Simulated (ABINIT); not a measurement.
# BaLiCl3 (Pm-3m): Raman and infrared activity, part 2 of 2

Which lines does BaLiCl3 (Pm-3m) show in Raman and infrared spectra?

ABINIT 10.8.3; DFT LDA, scalar-relativistic, plane waves, PseudoDojo norm-conserving pseudopotentials.

So far. Step 5 (Relaxation): The volume changes by +0.0 % in this run and stands +42.2 % from the first cell. The relaxed cell has a = 4.718 Å (conventional setting).

The structure was built from a prototype and need not be the compound's stable phase.

## (8) Zone-centre response

The derivative of the wavefunctions by k comes first, since the response to a field is built on it; then the field and the displacements that symmetry doesn't supply are solved at q = 0. By the 2n+1 theorem the first-order wavefunctions also give third derivatives: Raman tensors and the non-linear susceptibility.

It reads the wavefunctions written in step 6.

The input, dfpt_gamma.abi:

```
ndtset 3

# common to the responses
getwfk_filepath "gso_WFK"
kptopt 2
nqpt 1
qpt 0.0 0.0 0.0
asr 0
chneut 0

# d/dk
rfelfd1 2
rfdir1 1 1 1
iscf1 -3
tolwfr1 1.0d-20

# displacements, field
rfphon2 1
rfatpol2 1 5
rfdir2 1 1 1
rfelfd2 3
getddk2 1
tolvrs2 1.0d-10
prepanl2 1
prtden2 1

# third order
optdriver3 5
getden_filepath3 "gso_DEN"
get1den3 2
get1wf3 2
getddk3 1
d3e_pert1_elfd3 1
d3e_pert1_phon3 1
d3e_pert1_atpol3 1 5
d3e_pert1_dir3 1 1 1
d3e_pert2_elfd3 1
d3e_pert2_dir3 1 1 1
d3e_pert3_elfd3 1
d3e_pert3_dir3 1 1 1
usepead3 1
tolvrs3 1.0d-10

# basis, mesh and filling
ecut 33.0
ngkpt 4 4 4
nshiftk 1
shiftk 0.5 0.5 0.5
istwfk *1
occopt 1
nband 17
nstep 100
diemac 9.0
prtebands 0
prtgsr 0

# cell and atoms
acell 3*1.0 Angstrom
rprim 
    4.717606447 0.0 0.0
    0.0 4.717606447 0.0
    0.0 0.0 4.717606447
ntypat 3
znucl 56 3 17
natom 5
typat 1 2 3 3 3
xred 
    0.0 0.0 0.0
    0.5 0.5 0.5
    0.0 0.5 0.5
    0.5 0.5 0.0
    0.5 0.0 0.5
pp_dirpath "./pseudo"
pseudos "Ba.upf, Li.upf, Cl.upf"
```

Launch:

```console
$ OMP_NUM_THREADS=1 mpirun -n 4 abinit dfpt_gamma.abi > dfpt_gamma.log
```

Numbers of over 12 decimals in the logs are rounded to 6 here.

dfpt_gamma.abo, the main output file:

```text
[banners, grids, parts of the stress and lines that vanish by symmetry left out]
- input  file    -> dfpt_gamma.abi
- output file    -> dfpt_gamma.abo
- root for input  files -> dfpt_gammai
[...]
DATASET    1 : space group Pm -3 m (#221); Bravais cP (primitive cubic)
[...]
nfft =      110592          nkpt =          32
[...]
DATASET    2 : space group Pm -3 m (#221); Bravais cP (primitive cubic)
[...]
nfft =      110592          nkpt =          32
[...]
DATASET    3 : space group Pm -3 m (#221); Bravais cP (primitive cubic)
[...]
mpw =        6430          nfft =      110592          nkpt =          32
[...]
== DATASET  1 ==================================================================
[...]
cutoff_energies: {ecut:  33.0, pawecutdg:  -1.0, }
[...]
- 17.00000   7.00000  180309                  znucl, zion, pspdat
[...]
Perturbation : derivative vs k along direction   1
[...]
-ETOT  1  -16.643995765086     -1.664E+01 3.290E-02 0.000E+00
 ETOT  2  -16.666017556471     -2.202E-02 7.939E-05 0.000E+00
 ETOT  3  -16.666080217715     -6.266E-05 3.947E-07 0.000E+00
 ETOT  4  -16.666080452039     -2.343E-07 2.768E-09 0.000E+00
 ETOT  5  -16.666080453098     -1.060E-09 2.462E-11 0.000E+00
[...]
At SCF step   10   max residual=  9.96E-21 < tolwfr=  1.00E-20 =>converged.
[...]
Perturbation : derivative vs k along direction   2
[...]
-ETOT  1  -16.643822700728     -1.664E+01 2.910E-02 0.000E+00
[...]
At SCF step   10   max residual=  9.96E-21 < tolwfr=  1.00E-20 =>converged.
[...]
Perturbation : derivative vs k along direction   3
[...]
-ETOT  1  -16.643995778367     -1.664E+01 3.290E-02 0.000E+00
[...]
At SCF step   10   max residual=  9.96E-21 < tolwfr=  1.00E-20 =>converged.
[...]
1        1       0.9777305600    0.0000000000
     1        2       0.0000000000    0.0000000000
     1        3       0.0000000000    0.0000000000
     2        1       0.0000000000    0.0000000000
     2        2       0.9777305600    0.0000000000
     2        3       0.0000000000    0.0000000000
     3        1       0.0000000000    0.0000000000
     3        2       0.0000000000    0.0000000000
     3        3       0.9777305600   -0.0000000000
[...]
== DATASET  2 ==================================================================
[...]
cutoff_energies: {ecut:  33.0, pawecutdg:  -1.0, }
[...]
Perturbation : displacement of atom   1   along direction   1
[...]
-ETOT  1   1.555667     -1.050E+03 2.575E+00 2.731E+03
[...]
At SCF step   10       vres2   =  1.49E-12 < tolvrs=  1.00E-10 =>converged.
[...]
Perturbation : displacement of atom   2   along direction   1
[...]
-ETOT  1   3.613937     -2.709E+03 2.964E+01 4.020E+03
[...]
At SCF step   10       vres2   =  2.84E-12 < tolvrs=  1.00E-10 =>converged.
[...]
Perturbation : displacement of atom   3   along direction   1
[...]
-ETOT  1   5.977042     -9.979E+02 1.832E+00 2.307E+03
[...]
At SCF step   10       vres2   =  5.02E-12 < tolvrs=  1.00E-10 =>converged.
[...]
Perturbation : displacement of atom   3   along direction   2
[...]
-ETOT  1   2.475312     -9.877E+02 1.861E+00 2.507E+03
[...]
At SCF step   10       vres2   =  3.99E-12 < tolvrs=  1.00E-10 =>converged.
[...]
Perturbation : homogeneous electric field along direction   1
[...]
-ETOT  1  -66.799178848171     -6.680E+01 2.982E-01 1.891E+04
[...]
At SCF step   10       vres2   =  2.80E-11 < tolvrs=  1.00E-10 =>converged.
[...]
Perturbation : homogeneous electric field along direction   2
[...]
-ETOT  1  -66.800252190704     -6.680E+01 2.533E-01 1.891E+04
[...]
At SCF step   10       vres2   =  2.60E-11 < tolvrs=  1.00E-10 =>converged.
[...]
Perturbation : homogeneous electric field along direction   3
[...]
-ETOT  1  -66.799178328422     -6.680E+01 2.982E-01 1.891E+04
[...]
ETOT  9  -75.323207307486     -1.198E-11 4.455E-14 4.555E-10
 ETOT 10  -75.323207307486     -4.832E-13 1.907E-16 2.795E-11
 At SCF step   10       vres2   =  2.80E-11 < tolvrs=  1.00E-10 =>converged.
[...]
Dielectric tensor, in cartesian coordinates,
[...]
1    7   1    7         3.6894183022        -0.0000000000
   1    7   2    7        -0.0000000000        -0.0000000000
   1    7   3    7        -0.0000000000        -0.0000000000
   2    7   1    7        -0.0000000000        -0.0000000000
   2    7   2    7         3.6894183022        -0.0000000000
   2    7   3    7        -0.0000000000        -0.0000000000
   3    7   1    7        -0.0000000000        -0.0000000000
   3    7   2    7        -0.0000000000        -0.0000000000
   3    7   3    7         3.6894183022        -0.0000000000
  Effective charges, in cartesian coordinates,
[...]
1    1   1    7         2.9067963124         0.0000000000
   2    1   1    7         0.0000000000         0.0000000000
   3    1   1    7         0.0000000000         0.0000000000
   1    2   1    7         1.1126732614         0.0000000000
   2    2   1    7         0.0000000000         0.0000000000
[...]
Effective charges, in cartesian coordinates,
[...]
2    7   1    5         0.0000000000         0.0000000000
   3    7   1    5         0.0000000000         0.0000000000
   1    7   2    5         0.0000000000         0.0000000000
   2    7   2    5        -1.2250530401         0.0000000000
   3    7   2    5         0.0000000000         0.0000000000
   1    7   3    5         0.0000000000         0.0000000000
   2    7   3    5         0.0000000000         0.0000000000
   3    7   3    5        -1.3997737820         0.0000000000
  Phonon wavevector (reduced coordinates) :  0.00000  0.00000  0.00000
 Phonon energies in Hartree :
[...]
Phonon frequencies in cm-1    :
-  5.143283E-01  5.143285E-01  5.143292E-01  6.052400E+01  6.052400E+01
-  6.052400E+01  1.037940E+02  1.037940E+02  1.037940E+02  1.892830E+02
-  1.892830E+02  1.892830E+02  3.585729E+02  3.585729E+02  3.585729E+02
  Phonon at Gamma, with non-analyticity in the
[...]
Phonon energies in Hartree :
[...]
Phonon frequencies in cm-1    :
-  5.143283E-01  5.143285E-01  5.160072E-01  6.052400E+01  6.052400E+01
-  1.037940E+02  1.037940E+02  1.037940E+02  1.235827E+02  1.892830E+02
-  1.892830E+02  2.112451E+02  3.585729E+02  3.585729E+02  3.975676E+02
  Phonon at Gamma, with non-analyticity in the
[...]
Phonon energies in Hartree :
[...]
Phonon frequencies in cm-1    :
-  5.143283E-01  5.143292E-01  5.160066E-01  6.052400E+01  6.052400E+01
-  1.037940E+02  1.037940E+02  1.037940E+02  1.235827E+02  1.892830E+02
-  1.892830E+02  2.112451E+02  3.585729E+02  3.585729E+02  3.975676E+02
  Phonon at Gamma, with non-analyticity in the
[...]
Phonon energies in Hartree :
[...]
Phonon frequencies in cm-1    :
-  5.143285E-01  5.143292E-01  5.160063E-01  6.052400E+01  6.052400E+01
-  1.037940E+02  1.037940E+02  1.037940E+02  1.235827E+02  1.892830E+02
-  1.892830E+02  2.112451E+02  3.585729E+02  3.585729E+02  3.975676E+02
[...]
== DATASET  3 ==================================================================
[...]
cutoff_energies: {ecut:  33.0, pawecutdg:  -1.0, }
[...]
1          1       -0.000000000       -0.000000000       -0.000000000
[...]
1          2       -0.000000000       -0.000000000       -0.000000000
[...]
1          3       -0.000000000       -0.000000000       -0.000000000
[...]
2          1       -0.000000000       -0.000000000       -0.000000000
[...]
2          2       -0.000000000       -0.000000000       -0.000000000
[...]
2          3       -0.000000000       -0.000000000       -0.000000000
[...]
3          1       -0.000000000       -0.000000000       -0.000000000
[...]
3          2       -0.000000000       -0.000000000       -0.000000000
[...]
3          3       -0.000000000       -0.000000000       -0.000000000
[...]
4          1       -0.000000000       -0.000000000       -0.000000000
[...]
4          2       -0.000000000       -0.000000000       -0.000000000
[...]
4          3       -0.000000000       -0.000000000       -0.000000000
[...]
5          1       -0.000000000       -0.000000000       -0.000000000
[...]
5          2       -0.000000000       -0.000000000       -0.000000000
[...]
5          3       -0.000000000       -0.000000000       -0.000000000
[...]
strten2     0.0000000000E+00  0.0000000000E+00  0.0000000000E+00
           strten3     0.0000000000E+00  0.0000000000E+00  0.0000000000E+00
================================================================================
```

It took 4.7 min on 4 MPI ranks of Arm Neoverse V1, shared host; 19 min of CPU time.

Read from the output:

```yaml
miss_of_the_charge_sum_rule: 0.005131 e
largest_acoustic_frequency_at_the_zone_centre_before_the_sum_rule: 0.51 cm⁻¹
highest_optical_zone_centre_mode_no_lo_to_term: 358.6 cm⁻¹
lowest_optical_zone_centre_mode: 60.52 cm⁻¹
mean_high_frequency_dielectric_constant: 3.689
largest_born_charge_in_size_third_of_the_trace: 2.907 e
```

Born charge (rows field, columns displacement), before the sum rule (e), principal values of the symmetric part by kind of site:

```csv
atom,atoms with these values,low,middle,high,mean
Ba1,1,2.91,2.91,2.91,2.91
Li2,1,1.11,1.11,1.11,1.11
Cl3,3,-1.40,-1.40,-1.23,-1.34
```

In full for Ba1:

```
2.91 0.00 0.00
0.00 2.91 0.00
0.00 0.00 2.91
```

High-frequency dielectric tensor:

```
3.69 0.00 0.00
0.00 3.69 0.00
0.00 0.00 3.69
```

The acoustic modes at Γ come out as far as 0.5 cm⁻¹ from zero, where they should vanish, a small numerical error; the Born charges miss their sum rule by 0.0051 e, which is good.

## (9) Zone-centre analysis

anaddb reads the merged derivatives, imposes the acoustic sum rule and charge neutrality, and adds the LO-TO term along chosen directions.

The input, anaddb.abi:

```
ddb_filepath "gamma_DDB"
output_file "anaddb.abo"
outdata_prefix "anaddb"
asr 1
chneut 1
enunit 2
eivec 1
nph1l 1
qph1l 0.0 0.0 0.0 1.0
dieflag 1
nph2l 3
qph2l 
    1.0 0.0 0.0 0.0
    0.0 0.0 1.0 0.0
    1.0 1.0 1.0 0.0
nlflag 1
ramansr 1
alphon 1
prtmbm 1
```

The input, mrgddb.in:

```
gamma_DDB
merged
3
dfpt_gammao_DS2_DDB
dfpt_gammao_DS3_DDB
gso_DDB
```

Launch:

```console
$ mrgddb < mrgddb.in > mrgddb.log
$ OMP_NUM_THREADS=1 anaddb anaddb.abi > anaddb.log
```

anaddb.abo, the main output file:

```text
[banners, grids, parts of the stress and lines that vanish by symmetry left out]
-outvars_anaddb: echo values of input variables ----------------------

 Flags :
[...]
Dielectric Tensor and Effective Charges
[...]
Effective charge tensors after
[...]
1          1       -0.000000000       -0.000000000       -0.000000000
[...]
1          2       -0.000000000       -0.000000000       -0.000000000
[...]
1          3       -0.000000000       -0.000000000       -0.000000000
[...]
2          1       -0.000000000       -0.000000000       -0.000000000
[...]
2          2       -0.000000000       -0.000000000       -0.000000000
[...]
2          3       -0.000000000       -0.000000000       -0.000000000
[...]
3          1       -0.000000000       -0.000000000       -0.000000000
[...]
3          2       -0.000000000       -0.000000000       -0.000000000
[...]
3          3       -0.000000000       -0.000000000       -0.000000000
[...]
4          1       -0.000000000       -0.000000000       -0.000000000
[...]
4          2       -0.000000000       -0.000000000       -0.000000000
[...]
4          3       -0.000000000       -0.000000000       -0.000000000
[...]
5          1       -0.000000000       -0.000000000       -0.000000000
[...]
5          2       -0.000000000       -0.000000000       -0.000000000
[...]
5          3       -0.000000000       -0.000000000       -0.000000000
[...]
Phonon wavevector (reduced coordinates) :  0.00000  0.00000  0.00000
 Phonon energies in Hartree :
[...]
Phonon energies in meV     :
-  0.000000E+00  0.000000E+00  0.000000E+00  7.503690E+00  7.503690E+00
-  7.503690E+00  1.286845E+01  1.286845E+01  1.286845E+01  2.346794E+01
-  2.346794E+01  2.346794E+01  4.445735E+01  4.445735E+01  4.445735E+01
 Phonon frequencies in cm-1    :
-  0.000000E+00  0.000000E+00  0.000000E+00  6.052134E+01  6.052134E+01
-  6.052134E+01  1.037911E+02  1.037911E+02  1.037911E+02  1.892817E+02
-  1.892817E+02  1.892817E+02  3.585727E+02  3.585727E+02  3.585727E+02
 Phonon frequencies in Thz     :
-  0.000000E+00  0.000000E+00  0.000000E+00  1.814384E+00  1.814384E+00
-  1.814384E+00  3.111579E+00  3.111579E+00  3.111579E+00  5.674523E+00
-  5.674523E+00  5.674523E+00  1.074974E+01  1.074974E+01  1.074974E+01
 Phonon energies in Kelvin  :
-  0.000000E+00  0.000000E+00  0.000000E+00  8.707671E+01  8.707671E+01
-  8.707671E+01  1.493322E+02  1.493322E+02  1.493322E+02  2.723342E+02
-  2.723342E+02  2.723342E+02  5.159061E+02  5.159061E+02  5.159061E+02
[...]
-  1  0.00000000E+00  0.00000000E+00  1.47947200E-03
-     0.00000000E+00  0.00000000E+00  0.00000000E+00
-  2  0.00000000E+00  0.00000000E+00  1.47947240E-03
-     0.00000000E+00  0.00000000E+00  0.00000000E+00
-  3  0.00000000E+00  0.00000000E+00  1.47947237E-03
-     0.00000000E+00  0.00000000E+00  0.00000000E+00
-  4  0.00000000E+00  0.00000000E+00  1.47947242E-03
-     0.00000000E+00  0.00000000E+00  0.00000000E+00
-  5  0.00000000E+00  0.00000000E+00  1.47947237E-03
-     0.00000000E+00  0.00000000E+00  0.00000000E+00
[...]
-  1  0.00000000E+00  1.47947200E-03  0.00000000E+00
-     0.00000000E+00  0.00000000E+00  0.00000000E+00
-  2  0.00000000E+00  1.47947239E-03  0.00000000E+00
-     0.00000000E+00  0.00000000E+00  0.00000000E+00
-  3  0.00000000E+00  1.47947236E-03  0.00000000E+00
-     0.00000000E+00  0.00000000E+00  0.00000000E+00
-  4  0.00000000E+00  1.47947236E-03  0.00000000E+00
-     0.00000000E+00  0.00000000E+00  0.00000000E+00
-  5  0.00000000E+00  1.47947242E-03  0.00000000E+00
-     0.00000000E+00  0.00000000E+00  0.00000000E+00
[...]
-  1  1.47947200E-03  0.00000000E+00  0.00000000E+00
-     0.00000000E+00  0.00000000E+00  0.00000000E+00
-  2  1.47947239E-03  0.00000000E+00  0.00000000E+00
-     0.00000000E+00  0.00000000E+00  0.00000000E+00
-  3  1.47947242E-03  0.00000000E+00  0.00000000E+00
-     0.00000000E+00  0.00000000E+00  0.00000000E+00
-  4  1.47947237E-03  0.00000000E+00  0.00000000E+00
-     0.00000000E+00  0.00000000E+00  0.00000000E+00
[...]
-  4 -2.32130829E-04  0.00000000E+00  0.00000000E+00
[...]
-  5 -2.32130829E-04  0.00000000E+00  0.00000000E+00
[...]
-     1         -0.000000    -0.000000    -0.000000     0.000000
-     2          0.000000    -0.000000     0.000000     0.000000
[...]
-    14          0.000000     1.278789    -0.000000     1.278789
-    15         -1.278789    -0.000000    -0.000000     1.278789
[...]
-   1     Real    0.0000E+00  0.0000E+00  0.0000E+00  0.0000E+00  0.0000E+00  0.0000E+00  0.0000E+00
[...]
-   2     Real    0.0000E+00  0.0000E+00  0.0000E+00  0.0000E+00  0.0000E+00  0.0000E+00  0.0000E+00
[...]
-   3     Real    0.0000E+00  0.0000E+00  0.0000E+00  0.0000E+00  0.0000E+00  0.0000E+00  0.0000E+00
[...]
-   4     Real    0.0000E+00  0.0000E+00  7.8828E-05  0.0000E+00  0.0000E+00  0.0000E+00  7.8828E-05
[...]
-   5     Real    0.0000E+00  7.8828E-05  0.0000E+00  0.0000E+00  0.0000E+00  0.0000E+00  7.8828E-05
[...]
-   6     Real    7.8828E-05  0.0000E+00  0.0000E+00  0.0000E+00  0.0000E+00  0.0000E+00  7.8828E-05
[...]
-   7     Real    0.0000E+00  0.0000E+00  0.0000E+00  0.0000E+00  0.0000E+00  0.0000E+00  0.0000E+00
[...]
-   8     Real    0.0000E+00  0.0000E+00  0.0000E+00  0.0000E+00  0.0000E+00  0.0000E+00  0.0000E+00
[...]
-   9     Real    0.0000E+00  0.0000E+00  0.0000E+00  0.0000E+00  0.0000E+00  0.0000E+00  0.0000E+00
[...]
-  10     Real    0.0000E+00  0.0000E+00  3.2030E-05  0.0000E+00  0.0000E+00  0.0000E+00  3.2030E-05
[...]
-  11     Real    0.0000E+00  3.2030E-05  0.0000E+00  0.0000E+00  0.0000E+00  0.0000E+00  3.2030E-05
[...]
-  12     Real    3.2030E-05  0.0000E+00  0.0000E+00  0.0000E+00  0.0000E+00  0.0000E+00  3.2030E-05
[...]
-  13     Real    0.0000E+00  0.0000E+00  1.0468E-04  0.0000E+00  0.0000E+00  0.0000E+00  1.0468E-04
[...]
-  14     Real    0.0000E+00  1.0468E-04  0.0000E+00  0.0000E+00  0.0000E+00  0.0000E+00  1.0468E-04
[...]
-  15     Real    1.0468E-04  0.0000E+00  0.0000E+00  0.0000E+00  0.0000E+00  0.0000E+00  1.0468E-04
[...]
-         0.000000000       0.000000000       0.000000000
-         0.000000000       0.000000000       0.000000000
-         0.000000000       0.000000000       0.000000000
[...]
-         0.000000000       0.000000000       0.000000000
-         0.000000000       0.000000000       0.000000000
-         0.000000000       0.000000000       0.000000000
[...]
Phonon at Gamma, with non-analyticity in the
[...]
Phonon energies in Hartree :
[...]
Phonon energies in meV     :
-  0.000000E+00  0.000000E+00  0.000000E+00  7.503690E+00  7.503690E+00
-  1.286845E+01  1.286845E+01  1.286845E+01  1.531406E+01  2.346794E+01
-  2.346794E+01  2.619103E+01  4.445735E+01  4.445735E+01  4.929729E+01
 Phonon frequencies in cm-1    :
-  0.000000E+00  0.000000E+00  0.000000E+00  6.052134E+01  6.052134E+01
[...]
Phonon frequencies in Thz     :
[...]
Phonon energies in Kelvin  :
[...]
-  1  0.00000000E+00  0.00000000E+00  1.47947200E-03
[...]
-  2  0.00000000E+00  0.00000000E+00  1.47947240E-03
[...]
-  3  0.00000000E+00  0.00000000E+00  1.47947237E-03
[...]
-  4  0.00000000E+00  0.00000000E+00  1.47947242E-03
[...]
Phonon at Gamma, with non-analyticity in the
[...]
Phonon energies in Hartree :
[...]
Phonon energies in meV     :
[...]
Phonon frequencies in cm-1    :
[...]
Phonon frequencies in Thz     :
[...]
Phonon energies in Kelvin  :
[...]
Phonon at Gamma, with non-analyticity in the
[...]
Phonon energies in Hartree :
[...]
Phonon energies in meV     :
[...]
Phonon frequencies in cm-1    :
[...]
Phonon frequencies in Thz     :
[...]
Phonon energies in Kelvin  :
[...]
-  1.493322E+02  1.493322E+02  1.493322E+02  1.777123E+02  2.723342E+02
-  2.723342E+02  3.039343E+02  5.159061E+02  5.159061E+02  5.720713E+02
[...]
-  4 -1.87309347E-04  1.18729909E-04 -5.56343865E-04
[...]
-  5 -1.87309347E-04 -9.63184571E-04  6.85794378E-05
[...]
-         0.000000000       0.000000000       0.000000000
-         0.000000000       0.000000000       0.000000000
[...]
Direction                     Dielectric constant
[...]
0.00000   0.00000   1.00000     23.53438439
   1.00000   1.00000   1.00000     23.53438438
-
```

Run time: 1.5 s. Hardware: 1 thread.

This step gave:

| Quantity | Value |
| --- | --- |
| mean static dielectric constant | 23.53 |
| highest mode moved by the LO-TO term | 397.6 cm⁻¹ |

No LO-TO term; unit eigenvectors of the mass-weighted matrix, from anaddb's displacements. Modes at Γ, with each element's share of the kinetic energy:

```csv
mode,frequency (cm⁻¹),symmetry,Ba %,Li %,Cl %
1,0.0,acoustic,55,3,42
2,0.0,acoustic,55,3,42
3,0.0,acoustic,55,3,42
4,60.5,T1u,45,3,52
5,60.5,T1u,45,3,52
6,60.5,T1u,45,3,52
7,103.8,T2u,0,0,100
8,103.8,T2u,0,0,100
9,103.8,T2u,0,0,100
10,189.3,T1u,0,18,82
11,189.3,T1u,0,18,82
12,189.3,T1u,0,18,82
13,358.6,T1u,0,76,24
14,358.6,T1u,0,76,24
15,358.6,T1u,0,76,24
```

Displacements in mode 4 (60.5 cm⁻¹), the largest set to 1:
```
Ba1  0.00  0.00  0.81
Li2  0.00  0.00 -0.88
Cl3  0.00  0.00 -0.99
Cl4  0.00  0.00 -1.00
Cl5  0.00  0.00 -0.99
```

Displacements in mode 13 (358.6 cm⁻¹), the largest set to 1:
```
Ba1  0.00  0.00  0.00
Li2  0.00  0.00 -1.00
Cl3  0.00  0.00 -0.03
Cl4  0.00  0.00  0.24
Cl5  0.00  0.00 -0.03
```

Trace of the oscillator strength, degenerate modes summed. Lines of the infrared spectrum (strongest = 100):

```csv
position (cm⁻¹),lines merged,"IR intensity, relative"
60,3,75
104,3,0.0
189,3,31
359,3,100
```

Static dielectric tensor (ions relaxed, fixed cell):

```
23.53  0.00  0.00
 0.00 23.53  0.00
 0.00  0.00 23.53
```

The rule moves no optical mode by more than 0.1 cm⁻¹.

## (10) Results

| Property | Result |
| --- | --- |
| space group after relaxation | Pm-3m |
| volume per atom | 21.0 Å³ |
| highest optical zone-centre mode (no LO-TO term) | 358.6 cm⁻¹ |
| lowest optical zone-centre mode | 60.5 cm⁻¹ |
| highest mode moved by the LO-TO term | 397.6 cm⁻¹ |
| mean high-frequency dielectric constant | 3.69 |
| largest Born charge in size (third of the trace) | 2.91 e |
| mean static dielectric constant | 23.5 |
| imaginary optical modes at the zone centre (no q mesh in this session) | none |

No mode is Raman active in this structure; the strongest infrared line lies at 359 cm⁻¹. At the LDA level the optical modes of BaLiCl3 (Pm-3m) at the zone centre (no LO-TO term) run from 61 to 359 cm⁻¹. Along the directions run, the highest mode that the macroscopic field moves lies at 398 cm⁻¹. Lattice motion raises the mean dielectric constant from 3.689 to 23.53. These are harmonic frequencies at zero temperature: anharmonic shifts and linewidths and thermal expansion are left out. Spin-orbit coupling is left out, which can matter for the heavy elements here. The structure is a hypothetical one, built on a prototype.

[Host names and launcher messages were left out of these logs when they were recorded.]

[Logs are printed without paths, hosts, clocks, repeated set-up lines and the standing remarks that a program may print on its own settings, such as how far it seeks lower states.]

[Hosts, paths, dates, database ids (printed as entryN), source tags and the programs' standing remarks are cut or masked in the printed files.]
